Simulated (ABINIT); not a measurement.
An input for ABINIT 10.8.3 (TiO2 (Rutile)):

```
acell 3*1.0 Angstrom
rprim 
  4.592200000000 0.000000000000 0.000000000000
  0.000000000000 4.592200000000 0.000000000000
  0.000000000000 0.000000000000 2.957400000000
ntypat 2
znucl 22 8
natom 6
typat 1 1 2 2 2 2
xred 
  0.000000000000 0.000000000000 0.000000000000
  0.500000000000 0.500000000000 0.500000000000
  0.304960000000 0.304960000000 0.000000000000
  0.195040000000 0.804960000000 0.500000000000
  0.695040000000 0.695040000000 0.000000000000
  0.804960000000 0.195040000000 0.500000000000
pp_dirpath "pseudos"
pseudos "Ti.upf, O.upf"
ecut 38
ngkpt 4 4 4
nshiftk 1
shiftk 0 0 0
kptopt 1
chksymbreak 0
istwfk *1
occopt 1
irdwfk 1
optdriver 3
nband 92
ecuteps 3.8
inclvkb 2
awtr 1
symchi 1
gwcalctyp 10
mbpt_sciss 2.389 eV
nqptdm 1
qptdm 
  0 0 0
indata_prefix "in"
outdata_prefix "out"
tmpdata_prefix "tmp"
```

```sh
OMP_NUM_THREADS=1 mpirun -n 4 abinit run.abi > log
```

Question: Estimate wall time and host memory on 4 MPI ranks of Arm Neoverse V1, shared host.

It took 31 s; on shared hardware allow 15 s to 62 s. Peak host memory was 1.7 GiB.

[Paths, hosts, dates, memory and timing lines, banners, echoed tables and standing remarks are left out of the program output.]

[Logs are printed without paths, hosts, clocks, repeated set-up lines and the standing remarks that a program may print on its own settings, such as how far it seeks lower states.]

[Runs of the session that timed out or met a known fault of the program may be left out.]

[Hosts, paths, dates, database ids (printed as entryN), source tags and the programs' standing remarks are cut or masked in the printed files.]

[G0W0 gaps are taken among the corrected bands and points alone; a level outside them can change the order at an edge.]

[Where Ansatz stands beside ABINIT at settings called matched, ABINIT's density can come from a denser mesh and the files from another edition; pairs whose starting gaps differed by over 0.03 eV were left out, so agreement reads better than it is.]
